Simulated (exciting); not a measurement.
Consider CaCu2S2, space group P-3m1.

```xyz
5
Lattice="3.9400 0.0000 0.0000 -1.9700 3.4121 0.0000 0.0000 0.0000 6.5230" Properties=species:S:1:pos:R:3 pbc="T T T"
Cu    1.9700    1.1374    4.0672
Cu    0.0000    2.2748    2.4558
Ca    0.0000    0.0000    0.0000
S     1.9700    1.1374    1.6549
S     0.0000    2.2748    4.8681
```

Absorber: atom 4, with 4 Cu at 2.41 Å and 3 Ca at 2.81 Å (7-fold, site symmetry 3m). Method: exciting, all-electron LAPW+lo, PBEsol, exchange and screened direct term (singlet BSE), 4×4×2 shifted k points, 36 conduction bands, |G+q| up to 3 bohr⁻¹ (2.5 in the exchange term), full RPA screening with nempty = 64, Lorentzian half width 0.45 eV.

Predict the S L₂,₃ near-edge structure at this level.

Bound core exciton? Undecided on this mesh: the first bright state (over 5 % of the brightest) lies at 0.10 eV from the Kohn–Sham onset and at -0.84 eV from the lowest bare transition of its own mesh. Maxima (height): 2.2 eV (0.49), 10.0 eV (1.00), 11.1 eV (0.94), 13.6 eV (0.92), 15.2 eV (0.96) and 18.7 eV (0.82).

Energy from the Kohn–Sham onset, core level to the lowest empty state found on the meshes used; Im ε in relative units:

| E (eV) | Im ε |
| --- | --- |
| -3.0 | 0.02 |
| -2.5 | 0.03 |
| -2.0 | 0.04 |
| -1.5 | 0.05 |
| -1.0 | 0.08 |
| -0.5 | 0.14 |
| 0.0 | 0.32 |
| 0.5 | 0.35 |
| 1.0 | 0.39 |
| 1.5 | 0.44 |
| 2.0 | 0.47 |
| 2.5 | 0.47 |
| 3.0 | 0.43 |
| 3.5 | 0.43 |
| 4.0 | 0.42 |
| 4.5 | 0.44 |
| 5.0 | 0.45 |
| 5.5 | 0.46 |
| 6.0 | 0.51 |
| 6.5 | 0.55 |
| 7.0 | 0.63 |
| 7.5 | 0.67 |
| 8.0 | 0.74 |
| 8.5 | 0.74 |
| 9.0 | 0.79 |
| 9.5 | 0.89 |
| 10.0 | 1.00 |
| 10.5 | 0.96 |
| 11.0 | 0.93 |
| 11.5 | 0.92 |
| 12.0 | 0.88 |
| 12.5 | 0.85 |
| 13.0 | 0.88 |
| 13.5 | 0.92 |
| 14.0 | 0.91 |
| 14.5 | 0.87 |
| 15.0 | 0.93 |
| 15.5 | 0.92 |
| 16.0 | 0.81 |
| 16.5 | 0.80 |
| 17.0 | 0.75 |
| 17.5 | 0.71 |
| 18.0 | 0.72 |
| 18.5 | 0.80 |
| 19.0 | 0.81 |

Binding energies aren't converged on 32 k points, and fine structure above the first lines is partly noise of the mesh. The kernel cutoff is low for a compact core orbital, so the effect of exchange is a lower bound. The zero comes from the unshifted 5×5×2 ground-state mesh; it is exact only where the band minimum lies on that mesh. The conduction states carry no spin here, so the exchange coupling to the spinor core hole is only partly held. The structure is a published determination, not relaxed.

[Banner, clock and machine lines of the logs are left out without a mark of their own.]

[Logs are printed without paths, hosts, clocks, repeated set-up lines and the standing remarks that a program may print on its own settings, such as how far it seeks lower states.]

[Hosts, paths, dates, database ids (printed as entryN), source tags and the programs' standing remarks are cut or masked in the printed files.]
